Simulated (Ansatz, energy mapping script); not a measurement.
**Spin model of CsMnS2 from collinear orders**

Aim: the exchange couplings of CsMnS2 from the energies of a few collinear orders, and the ordering temperature that they give.

Program: Ansatz 0.2.0. Level of theory: PBE with U = 4 eV on Mn d, ortho-atomic projectors; plane waves, U on orthogonalised atomic orbitals unless named otherwise, collinear spin, no spin–orbit coupling. Results are calculated unless marked as measured.

### 1. The structure

It takes space group I-4m2 (No. 119, tetragonal). The conventional cell has a = 3.957 Å, b = 3.957 Å, c = 14.567 Å, α = 90.00°, β = 90.00°, γ = 90.00°. Nearest to Cs lie 8 S at 3.61 Å and 4 Cs at 3.96 Å. Mn has 4 S at 2.40 Å nearest. S has 2 Mn at 2.40 Å and 4 Cs at 3.61 Å nearest. invented: RbMnSe2 (I-4m2) with S for Se, Cs for Rb. Farther neighbours and most contacts between anions are not listed.

This cell was built for the study (invented: RbMnSe2 (I-4m2) with S for Se, Cs for Rb), not taken from an experiment; the compound need not form in this structure.

The cell was relaxed beforehand in Ansatz under PBE with U = 3.2 eV on Mn d, ortho-atomic projectors, from parallel moments.

The U corrects the self-interaction that lets semilocal functionals spread d and f electrons too far. Its value here is typed, not computed.

### 2. A first run with parallel moments

One run in the crystal's own cell, under PBE with U = 3.8 eV on Mn d, ortho-atomic projectors, shows which elements keep a moment. Transition or f elements with 0.3 μB or more enter the spin model; moments induced on other atoms do not.

Input file input.yaml:

```yaml
crystal:
  lattice:
    - [-1.978491885, 1.978491885, 7.283544527]
    - [1.978491885, -1.978491885, 7.283544527]
    - [1.978491885, 1.978491885, -7.283544527]
  atoms:
    - { symbol: Cs, position: [0.0, 0.0, 0.0] }
    - { symbol: Mn, position: [0.25, 0.75, 0.5], spin: 4.5 }
    - { symbol: S, position: [0.656581318, 0.656581318, 0.0] }
    - { symbol: S, position: [0.343418682, 0.343418682, 0.0] }
magnetization:
  spin_polarized: true
kpoints:
  mp_grid: { grid: [9, 9, 9] }
hamiltonian:
  xc: pbe
  hubbard:
    sites: [{ species: Mn, l: d, u_eff: 3.8 }]
    projectors: ortho-atomic
scf:
  occupations: { method: fermi_dirac, width: 0.05 }
output:
  eigenvalues: true
```

The run is started by

```console
$ ansatz run input.yaml --threads 4 --pin off --max-ram 8192MiB --backend cpu --events-out ev --progress --plain --runs-dir out
```

Numbers of over 12 decimals in the logs are rounded to 6 here.

Log:

```text
basis.fft_grid_basis auto: the FFT boxes are laid along the combinations [[1, 0, 1], [0, 1, 1], [0, 0, 1]] of the cell's own vectors, 3.957, 3.957 and 7.802 Å long. The dense box has 27×27×54 points. Along the cell's own vectors, as sized, it would have 54×54×54, 4.00 times as many. Of the 8 symmetry operations that the crystal satisfies within crystal.symmetry.tolerance (time reversal apart; of a slab, those that ke [...]
Engine: ansatz 0.2.0, aarch64-unknown-linux-gnu
Pseudopotentials: kind: paw
Pseudopotential: Cs, paw, valence charge 9, recommended cutoff 420 eV (normal), Cs.paw.azcp
Pseudopotential: Mn, paw, valence charge 15, recommended cutoff 420 eV (normal), Mn.paw.azcp
Pseudopotential: S, paw, valence charge 6, recommended cutoff 420 eV (normal), S.paw.azcp
Functional definition: PBE
  parameter kappa = 0.804
  parameter beta = 0.066725
  exchange = pbe_x(kappa = kappa, mu = beta*pi^2/3)
  correlation = pbe_c(beta = beta)
Crystal: 4 atoms, lattice volume = 114.044 Å³
Basis set: ecut = 420 eV, 2229 PW (Γ), FFT grids on a1+a3, a2+a3, a3
Bands: 25, of which v1, the nominal top of the filled ones, is band 18 counted from 1 (17 counted from 0)
Symmetry: 8 space group operations
Space group: I-4m2 (ITA 119), of the structure as read, at distance tolerance 4.8e-5 Å
Magnetic group: BNS 119.315 (UNI 975), of the structure as read, at distance tolerance 4.8e-5 Å
k-points: 75 of 729 (time reversal used)
Non-local potential: Cs, projectors of the file, l = 0: 3, l = 1: 2, l = 2: 2, l = 3: 2
Non-local potential: Mn, projectors of the file, l = 0: 3, l = 1: 2, l = 2: 3, l = 3: 1
Non-local potential: S, projectors of the file, l = 0: 2, l = 1: 2, l = 2: 2
PAW form: soft (Blöchl's): semilocal exchange-correlation on the pseudo side does not see the compensation charge
PAW one-centre angular grid: Cs, 194 points (default); XC on 64 Gauss nodes
PAW one-centre angular grid: Mn, 590 points (default); XC on 64 Gauss nodes
PAW one-centre angular grid: S, 110 points (default); XC on 64 Gauss nodes
Initial density: superposition of atomic densities (chi_scale 0.1, normalization cell, long waves kept (reshape's long-wave potential 0.09 eV rms))
Starting moments: Σ|m| = 4.5 μB on 1 of 4 sites
Initial wavefunctions: pseudopotential atomic-orbital guess
Functional: x = pbe(κ = 0.804, μ = 0.219515), c = pbe(β = 0.066725)
SCF iter   1: F=—  HF=-11375.763957 eV  |F-HF|=—  |Δ(HF+E_count)|=         —  Δρ=1.75e-2 (↑1.75e-2 ↓1.72e-2)  dr2=3.30e0  dr2_m=1.31e-1  M=4.043 μB ∫|m|=5.096 μB  β_m=1.00  ethr=3.10e-3  ⟨swp⟩=7.0  Hψ=18300  notcnv=0
preconditioner: auto → Kerker (q_TF=auto, 2.251 Å⁻¹)  [metal: Δε(μ)=0.012 eV  Ē_g=9.343 eV  σ=0.050 eV  W_gap=0.06  n_scr=24 (ndim 8)  ℏωp=17.7 eV  f_vac=0.000  D(μ)=2.08/eV (n_scr^D=12)]
[...]
SCF iter  11: F=—  HF=-11375.332118 eV  |F-HF|=—  |Δ(HF+E_count)|=   7.91e-7  Δρ=3.46e-5 (↑3.46e-5 ↓2.45e-5)  dr2=2.27e-5  dr2_m=9.82e-8  M=4.000 μB ∫|m|=5.266 μB  β_m=0.95  ethr=2.00e-7  ⟨swp⟩=2.2  Hψ=4569  notcnv=0  defer=214
SCF iter  12: F=—  HF=-11375.332112 eV  |F-HF|=—  |Δ(HF+E_count)|=   5.92e-6  Δρ=3.45e-5 (↑3.45e-5 ↓1.05e-5)  dr2=2.82e-6  dr2_m=2.11e-7  M=4.000 μB ∫|m|=5.266 μB  β_m=0.98  ethr=6.31e-8  ⟨swp⟩=2.0  Hψ=4719  notcnv=0  defer=214
iter 13 met the thresholds in force, and the SCF goes on: an eigenvalue changes by 0.55 meV, over its tolerance of 0.50 meV (output.eigenvalues, Limitations)
SCF iter  13: F=-11375.332112 eV  HF=-11375.332112 eV  |F-HF|=2.66e-8  |Δ(HF+E_count)|=   1.33e-7  Δρ=4.90e-6 (↑4.90e-6 ↓3.04e-6)  dr2=7.08e-8  dr2_m=2.56e-9  M=4.000 μB ∫|m|=5.266 μB  β_m=0.99  ethr=2.78e-10  ⟨swp⟩=6.2  Hψ=17716  notcnv=0
SCF iter  14: F=-11375.332112 eV  HF=-11375.332112 eV  |F-HF|=5.29e-10  |Δ(HF+E_count)|=   4.04e-8  Δρ=2.06e-6 (↑2.06e-6 ↓1.26e-6)  dr2=1.39e-8  dr2_m=3.28e-10  M=4.000 μB ∫|m|=5.266 μB  ethr=1.97e-10  ⟨swp⟩=1.0  Hψ=9295  notcnv=0
SCF 1 converged in 14 iterations: F = -11375.332112 eV  dr2 = 1.39e-8
[...]
SCF converged after 14 iterations
an eigenvalue changed by more than its tolerance at an iteration that met the thresholds in force, so the SCF went on 1 time: the last check found none over its tolerance
Magnetization: 4.0000 μB (20.0000 up, 16.0000 down)
Absolute magnetization: 5.2653 μB (∫|ρ↑−ρ↓|, with the PAW one-centre terms)
Spin contamination: 0.6484 ħ² per cell (⟨S²⟩ above its minimum at these occupations)
Per-site moments (μB) at R_I (Å): [(0.00294597, 1.489092), (4.142964, 0.990542), (-0.230318, 0.990542), (-0.230318, 0.990542)]
Free energy (F): -11375.332112 eV
Harris-Foulkes:  -11375.332112 eV  (|F-HF|=5.29e-10)
Internal energy: -11375.315947 eV  (E = F + TS)
E sigma→0 (E₀):  -11375.324029 eV
Entropy (-TS):   -0.016165 eV (-4.041 meV/atom)
Fermi energy:    5.257043 eV
--- Per-component energies (eV) ---
  E_band       = -429.594507
  E_kinetic    = 651.876123
  E_local      = -3692.459984  (includes V_loc(G=0)·N_el)
  E_nonlocal   = 336.488525
  E_hartree    = 1530.023533
  E_xc         = -479.302806
  E_vxc        = -442.789611  (∫ρ·V_xc dr)
  E_hubbard    = 0.919306  (on-site DFT+U / exact-exchange correction)
  E_vhub       = -8.202197  (the Hubbard potential's part of the band-sum identity)
  E_paw        = -7571.374758  (= ΣΔE_a)
  E_vpaw       = -334.549493  (= ΣTr[D̂ρ^β])
  E_aug_tail   = -0.000008  (compensation charges beyond the density's cutoff)
  E_ewald      = -2151.485879
  E_smearing   = -0.016165  (= −TS)
  E_closure    = -0.000000  (closes the sum)
  Σ components = -11375.332112   (vs F -11375.332112, Δ=0.00e0)
--- Band table (eV; the first three rows and the last of 150) ---
  k-point 0 ↑: bands = [... 14 lower, 1.0950, 2.9200, 4.3345, 4.3345, 5.7334, 5.9717, 5.9717, 8.5428, ... 3 higher]
  k-point 1 ↑: bands = [... 14 lower, 1.0361, 2.9372, 4.1645, 4.1969, 5.5587, 5.5670, 5.7099, 9.2807, ... 3 higher]
  k-point 2 ↑: bands = [... 14 lower, 1.0563, 2.7087, 3.7915, 3.8955, 5.0710, 5.1247, 5.4142, 10.1636, ... 3 higher]
  k-point 74 ↓: bands = [... 14 lower, 4.4637, 4.5876, 8.1372, 8.3472, 8.7770, 9.3959, 9.5417, 9.6867, ... 3 higher]
Occupation matrices written to <dir>
```

It took 21 s on 4 threads of Arm Neoverse V1, shared host; peak memory 0.67 GiB.

The column dr2 measures how far the density is from self-consistency, as an energy; F and HF (Harris–Foulkes) agree once it is small.

Spin moment in the sphere by atom:

```csv
atom,spin moment in the sphere (μB)
Cs1,0.00
Mn2,4.14
S3,-0.23
S4,-0.23
```

The run ends ferromagnetic; Mn carries the moments.

### 3. One set of occupation matrices for all orders

A corrected shell can settle in several orbital fillings. One parallel run, with an occupation width a fifth wider than the orders use, therefore is to supply the occupation matrices. All orders start from them.

input.yaml, the sections that differ from step 2:

```yaml
kpoints:
  mp_grid: { grid: [10, 10, 10] }
hamiltonian:
  xc: pbe
  hubbard:
    sites: [{ species: Mn, l: d, u_eff: 4.0 }]
    projectors: ortho-atomic
scf:
  occupations: { method: fermi_dirac, width: 0.06 }
# crystal, magnetization, output: as in step 2
```

Log:

```text
[...]
Crystal: 4 atoms, lattice volume = 114.044 Å³
Basis set: ecut = 420 eV, 2229 PW (Γ), FFT grids on a1+a3, a2+a3, a3
Bands: 25, of which v1, the nominal top of the filled ones, is band 18 counted from 1 (17 counted from 0)
Symmetry: 8 space group operations
[...]
k-points: 102 of 1000 (time reversal used)
[...]
Starting moments: Σ|m| = 4.5 μB on 1 of 4 sites
[...]
SCF iter   1: F=—  HF=-11375.718962 eV  |F-HF|=—  |Δ(HF+E_count)|=         —  Δρ=1.78e-2 (↑1.78e-2 ↓1.72e-2)  dr2=3.31e0  dr2_m=1.35e-1  M=4.069 μB ∫|m|=5.105 μB  β_m=1.00  ethr=3.10e-3  ⟨swp⟩=6.8  Hψ=24694  notcnv=0
[...]
SCF iter  14: F=-11375.286755 eV  HF=-11375.286755 eV  |F-HF|=4.44e-10  |Δ(HF+E_count)|=   3.88e-8  Δρ=1.96e-6 (↑1.96e-6 ↓1.19e-6)  dr2=1.23e-8  dr2_m=3.00e-10  M=4.000 μB ∫|m|=5.294 μB  ethr=1.75e-10  ⟨swp⟩=1.0  Hψ=12717  notcnv=0
SCF 1 converged in 14 iterations: F = -11375.286755 eV  dr2 = 1.23e-8
[...]
SCF converged after 14 iterations
[...]
Magnetization: 4.0000 μB (20.0000 up, 16.0000 down)
Absolute magnetization: 5.2937 μB (∫|ρ↑−ρ↓|, with the PAW one-centre terms)
[...]
Per-site moments (μB) at R_I (Å): [(0.00243525, 1.489092), (4.157319, 0.990542), (-0.234766, 0.990542), (-0.234766, 0.990542)]
Free energy (F): -11375.286755 eV
[...]
Internal energy: -11375.260901 eV  (E = F + TS)
E sigma→0 (E₀):  -11375.273828 eV
Entropy (-TS):   -0.025854 eV (-6.464 meV/atom)
Fermi energy:    5.254965 eV
[...]
--- Band table (eV; the first three rows and the last of 204) ---
  k-point 0 ↑: bands = [... 14 lower, 0.9818, 2.9068, 4.3325, 4.3325, 5.7233, 5.9641, 5.9641, 8.5436, ... 3 higher]
  k-point 1 ↑: bands = [... 14 lower, 0.9352, 2.9283, 4.1879, 4.2199, 5.5890, 5.6078, 5.7428, 9.1657, ... 3 higher]
  k-point 2 ↑: bands = [... 14 lower, 0.9261, 2.7753, 3.8801, 3.9353, 5.1759, 5.1780, 5.4615, 10.0949, ... 3 higher]
  k-point 101 ↓: bands = [... 14 lower, 4.5759, 4.5759, 8.0613, 8.3274, 8.8662, 9.5484, 9.6321, 9.6321, ... 3 higher]
Occupation matrices written to <dir>
```

It took 28 s on 4 threads; peak memory 0.78 GiB; 1.8 min of CPU time.

This step gave:

```
final state                       : ferromagnetic
electrons in the corrected shells : 5.279 e
largest moment                    : 4.157 μB
```

### 4. Order 1: parallel, cell A of 8 atoms

Each cell gets its own parallel run on the same mesh, so that most of the mesh error cancels in the differences.

Input file input.yaml:

```yaml
crystal:
  lattice:
    - [3.95698377, 0.0, 0.0]
    - [-1.978491885, 1.978491885, 7.283544527]
    - [0.0, -7.91396754, 0.0]
  atoms:
    - { symbol: Cs, position: [0.0, 0.0, 0.5] }
    - { symbol: Cs, position: [0.0, 0.0, 0.0] }
    - { symbol: Mn, position: [0.75, 0.5, 0.625], spin: 4.5 }
    - { symbol: Mn, position: [0.75, 0.5, 0.125], spin: 4.5 }
    - { symbol: S, position: [0.656581318, 0.313162636, 0.828290659] }
    - { symbol: S, position: [0.656581318, 0.313162636, 0.328290659] }
    - { symbol: S, position: [0.343418682, 0.686837364, 0.671709341] }
    - { symbol: S, position: [0.343418682, 0.686837364, 0.171709341] }
magnetization:
  spin_polarized: true
kpoints:
  mp_grid: { grid: [7, 7, 4] }
hamiltonian:
  xc: pbe
  hubbard:
    sites:
      - { species: Mn, l: d, u_eff: 4.0 }
      - { site: 2, l: d, u_eff: 4.0, starting_ns: [{ spin: up, occupation_matrix: mn2_major }, { spin: down, occupation_matrix: mn2_minor }] }
      - { site: 3, l: d, u_eff: 4.0, starting_ns: [{ spin: up, occupation_matrix: mn2_major }, { spin: down, occupation_matrix: mn2_minor }] }
    projectors: ortho-atomic
    occupation_matrices:
      mn2_major:
        matrix:
          - [0.994, 0.0, 0.0, 0.0, 0.0]
          - [0.0, 0.967, 0.0, 0.0, 0.0]
          - [0.0, 0.0, 0.967, 0.0, 0.0]
          - [0.0, 0.0, 0.0, 0.97, 0.0]
          - [0.0, 0.0, 0.0, 0.0, 0.988]
      mn2_minor:
        matrix:
          - [0.036, 0.0, 0.0, 0.0, 0.0]
          - [0.0, 0.1, 0.0, 0.0, 0.0]
          - [0.0, 0.0, 0.1, 0.0, 0.0]
          - [0.0, 0.0, 0.0, 0.108, 0.0]
          - [0.0, 0.0, 0.0, 0.0, 0.05]
scf:
  occupations: { method: fermi_dirac, width: 0.05 }
output:
  eigenvalues: true
  write_density: true
  write_potential: true
  elf: true
  volumetric_format: npy
```

Log:

```text
[...]
Crystal: 8 atoms, lattice volume = 228.087 Å³
Basis set: ecut = 420 eV, 4453 PW (Γ)
Bands: 49, of which v1, the nominal top of the filled ones, is band 36 counted from 1 (35 counted from 0)
Symmetry: 4 space group operations
[...]
k-points: 60 of 196 (time reversal used)
[...]
Starting moments: Σ|m| = 9 μB on 2 of 8 sites
[...]
SCF iter   1: F=—  HF=-22751.462525 eV  |F-HF|=—  |Δ(HF+E_count)|=         —  Δρ=1.81e-2 (↑1.81e-2 ↓1.71e-2)  dr2=6.41e0  dr2_m=2.69e-1  M=8.102 μB ∫|m|=10.201 μB  β_m=1.00  ethr=3.10e-3  ⟨swp⟩=10.3  Hψ=27244  notcnv=0  defer=16
[...]
SCF iter  10: F=—  HF=-22750.565809 eV  |F-HF|=—  |Δ(HF+E_count)|=   8.88e-4  Δρ=9.20e-5 (↑7.30e-5 ↓9.20e-5)  dr2=4.59e-5  dr2_m=5.06e-6  M=8.000 μB ∫|m|=10.601 μB  β_m=0.30  ethr=1.29e-7  ⟨swp⟩=2.0  Hψ=9165  notcnv=0  defer=474
[...]
spin-set hold released at iteration 10 (settled: charge residual and site-moment steps within their bounds): the magnetisation degrees of freedom join the quasi-Newton model from the next iteration; the mixer history was flushed
SCF iter  11: F=—  HF=-22750.566190 eV  |F-HF|=—  |Δ(HF+E_count)|=   3.81e-4  Δρ=7.69e-5 (↑5.78e-5 ↓7.69e-5)  dr2=2.58e-5  dr2_m=4.33e-6  M=8.000 μB ∫|m|=10.600 μB  β_m=0.65  ethr=6.37e-8  ⟨swp⟩=2.0  Hψ=7933  notcnv=0  defer=474
[...]
SCF iter  15: F=-22750.566580 eV  HF=-22750.566580 eV  |F-HF|=2.44e-8  |Δ(HF+E_count)|=   3.04e-8  Δρ=4.24e-6 (↑4.24e-6 ↓1.50e-6)  dr2=9.76e-8  dr2_m=8.73e-9  M=8.000 μB ∫|m|=10.597 μB  ethr=1.39e-10  ⟨swp⟩=11.4  Hψ=27507  notcnv=0
SCF 1 converged in 15 iterations: F = -22750.566580 eV  dr2 = 9.76e-8
[...]
SCF converged after 15 iterations
Magnetization: 8.0000 μB (40.0000 up, 32.0000 down)
Absolute magnetization: 10.5955 μB (∫|ρ↑−ρ↓|, with the PAW one-centre terms)
[...]
Per-site moments (μB) at R_I (Å): [(0.00275798, 1.489092), (0.00275798, 1.489092), (4.158078, 0.990542), (4.158078, 0.990542), (-0.236078, 0.990542), (-0.236078, 0.990542), (-0.234579, 0.990542), (-0.234579, 0.990542)]
Free energy (F): -22750.566580 eV
[...]
Internal energy: -22750.531976 eV  (E = F + TS)
E sigma→0 (E₀):  -22750.549278 eV
Entropy (-TS):   -0.034604 eV (-4.325 meV/atom)
Fermi energy:    5.271547 eV
[...]
--- Specified on-site occupations, and those of the state reported ---
  electrons in the specified blocks: 10.5600 specified, 10.5573 found
  site 2 (l=d) ↑: largest change of an orbital's occupation 0.0018; electrons 4.8860 specified, 4.8854 found; spectral distance 0.0023
[...]
site 2 (l=d) ↓: largest change of an orbital's occupation 0.0005; electrons 0.3940 specified, 0.3932 found; spectral distance 0.0007
[...]
--- Band table (eV; the first three rows and the last of 120) ---
  k-point 0 ↑: bands = [... 32 lower, 3.0755, 4.3326, 4.3327, 4.8334, 5.0886, 5.1629, 5.5679, 5.7211, ... 9 higher]
  k-point 1 ↑: bands = [... 32 lower, 3.2182, 4.0541, 4.4344, 4.8139, 4.9981, 5.1578, 5.4862, 5.6505, ... 9 higher]
  k-point 2 ↑: bands = [... 32 lower, 3.5517, 3.5517, 4.6944, 4.6944, 4.9436, 4.9436, 5.3854, 5.3854, ... 9 higher]
  k-point 59 ↓: bands = [... 32 lower, 8.0306, 8.2146, 8.5051, 8.6422, 8.7297, 8.7998, 8.9422, 9.0915, ... 9 higher]
Occupation matrices written to <dir>
```

The job ended after 72 s (4 threads; peak memory 1.3 GiB).

Spin moment in the sphere by atom:

```csv
atom,spin moment in the sphere (μB)
Cs1,0.00
Cs2,0.00
Mn3,4.16
Mn4,4.16
S5,-0.24
S6,-0.24
S7,-0.23
S8,-0.23
```

The run ends ferromagnetic.

Spin density in the ac plane at fractional y = 0.000, with atoms of Cs within 0.2 Å of it.

Ten even steps from '_' (-0.58 × 1e-3 e/Å³) to '@' (1.58 × 1e-3 e/Å³), each cell a mean:
```
--::....::========--::__..::
____..::==++++++++==--::..__
__..--==++**********++==::__
::--==++**##%%%%####**++==--
====++**##%%@@@@@@%%##++====
====++**##@@@@@@@@%%##**++==
====++**##%%@@@@@@%%##**++==
----==++**##%%%%%%##**++==--
..::--++****######**++==--..
____::--==++++++++++==::..__
::......--==========::....::
==--____::--======--..__..--
--::....::========--::__..::
____..::==++++++++==--::..__
__..--==++**********++==::__
::--==++**##%%%%####**++==--
====++**##%%@@@@@@%%##++====
====++**##@@@@@@@@%%##**++==
====++**##%%@@@@@@%%##**++==
----==++**##%%%%%%##**++==--
..::--++****######**++==--..
____::--==++++++++++==::..__
::......--==========::....::
==--____::--======--..__..--
```
Columns run along a (4.0 Å), rows up along c (7.9 Å). Atoms in or near the plane, at fractional coordinates: Cs at (0.00, 0.50), Cs at (0.00, 0.00).

ELF in the ac plane at fractional y = 0.000, with atoms of Cs within 0.2 Å of it. It is the smooth field of the valence electrons, not physical close to the nuclei.

Ten even steps from '_' (0.01) to '@' (0.89), each cell a mean:
```
..--%%@@@@++..__..##@@@@##::
##%%@@@@%%--______++%%@@@@%%
@@@@@@%%++..______::**%%@@@@
%%%%**==..__________::==##%%
----..________________..::--
____________________________
....______________________..
##**==::____________..--++**
@@@@%%**--________..==##@@@@
@@@@@@@@##::______==%%@@@@@@
--++@@@@%%==____..**@@@@%%==
__..##@@@@++..__::##@@@@++__
..--%%@@@@++..__..##@@@@##::
##%%@@@@%%--______++%%@@@@%%
@@@@@@%%++..______::**%%@@@@
%%%%**==..__________::==##%%
----..________________..::--
____________________________
....______________________..
##**==::____________..--++**
@@@@%%**--________..==##@@@@
@@@@@@@@##::______==%%@@@@@@
--++@@@@%%==____..**@@@@%%==
__..##@@@@++..__::##@@@@++__
```
Columns run along a (4.0 Å), rows up along c (7.9 Å). Atoms in or near the plane, at fractional coordinates: Cs at (0.00, 0.50), Cs at (0.00, 0.00).

[end of part 1 of 2]

[Logs and program files are shortened in this print: banners, set-up blocks, solver, clock and traceback lines can be left out without a mark of their own.]

[Logs are printed without paths, hosts, clocks, repeated set-up lines and the standing remarks that a program may print on its own settings, such as how far it seeks lower states.]

[Hosts, paths, dates, database ids (printed as entryN), source tags and the programs' standing remarks are cut or masked in the printed files.]

[Where a cell is said to come from a database of computed structures, the database is the Materials Project.]
